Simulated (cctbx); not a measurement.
# Accept or mend?

Cell a = 5.0160 Å, b = 5.0160 Å, c = 5.0160 Å, α = 90.00°, β = 90.00°, γ = 90.00°; space group Pm-3m (no. 221). The compound is Cd3BiAs.

The data are simulated with cctbx, not measured: Mo Kα, λ = 0.71073 Å, to d = 0.84 Å, 70 % of the full sphere, strongest reflection 20000 counts, noise from counting, a 3 % proportional error and a noise floor of 8 counts (s.d.); no absorption.

An anisotropic refinement with weights 1/σ² prints:

```text
Rint 0.028, 39 unique reflections to 0.85 A
cycle     R1     wR2    GooF  max shift (A)
   1  0.2353  0.4384  32.127   0.00000
   2  0.1239  0.2335  17.111   0.00000
final R1 0.1239 wR2 0.2334 GooF 17.110  parameters 4  data/parameter 9.8
atom        x        y        z      Ueq    occ   su(xyz)  su(Uiso or U11)
Bi1    0.00000  0.00000  0.00000   0.0131  1.000  0.00000  0.0028
As1    0.50000  0.50000  0.00000   0.0043  1.000  0.00000  0.0037
Cd1    0.50000  0.50000  0.50000   0.0382  1.000  0.00000  0.0062
difference map: max 16.94 min -5.10 rms 2.23
Q1    0.0000  0.5000  0.5000    3   16.94  0.00 A from As1
Q2    0.0000  0.0000  0.0000    1   12.47  0.00 A from Bi1
Q3    0.0000  0.0000  0.5000    3    2.11  2.51 A from As1
Q4    0.1886  0.3195  0.3195   24    0.58  1.59 A from As1
Q5    0.2936  0.4169  0.4169   24    0.26  1.19 A from Cd1
Q6    0.0000  0.1842  0.4366   24    0.17  1.62 A from As1
```

**Question.** Can this result stand? If not, what is the likely fault?

Mend it. The fault: elements exchanged: Cd1 is As and As1 is Cd. Against the right model at the same level, R1 goes from 0.0058 to 0.1239 and GooF from 0.88 to 17.11, U of As1 shrinks from 0.0264 to 0.0043 Å² and the top difference peak, 16.9 e/Å³, lies on As1. Cd1 has 15 electrons too many and its U swells to shed them, as expected; As1 has 15 electrons too few and its U shrinks to make up, as expected.

The compound is Cd3BiAs. The right model at the same level gives:

```text
Rint 0.028, 39 unique reflections to 0.85 A
cycle     R1     wR2    GooF  max shift (A)
   1  0.0059  0.0123   0.899   0.00000
   2  0.0058  0.0121   0.884   0.00000
final R1 0.0058 wR2 0.0121 GooF 0.884  parameters 4  data/parameter 9.8
atom        x        y        z      Ueq    occ   su(xyz)  su(Uiso or U11)
Bi1    0.00000  0.00000  0.00000   0.0188  1.000  0.00000  0.0001
Cd1    0.50000  0.50000  0.00000   0.0264  1.000  0.00000  0.0002
As1    0.50000  0.50000  0.50000   0.0253  1.000  0.00000  0.0003
difference map: max 0.24 min -0.20 rms 0.07
Q1    0.0000  0.0000  0.5000    3    0.24  2.51 A from Cd1
Q2    0.5000  0.5000  0.5000    1    0.23  0.00 A from As1
Q3    0.1094  0.1094  0.3540   24    0.16  1.94 A from Bi1
Q4    0.0000  0.3167  0.3167   12    0.12  1.30 A from Cd1
Q5    0.3357  0.3357  0.5000   12    0.12  1.17 A from As1
Q6    0.2500  0.2500  0.2500    8    0.06  2.17 A from As1
```

This is a model crystal, built by substitution and not relaxed, with assumed displacement parameters.

[Middle refinement cycles are left out of these outputs.]

[Logs are printed without paths, hosts, clocks, repeated set-up lines and the standing remarks that a program may print on its own settings, such as how far it seeks lower states.]
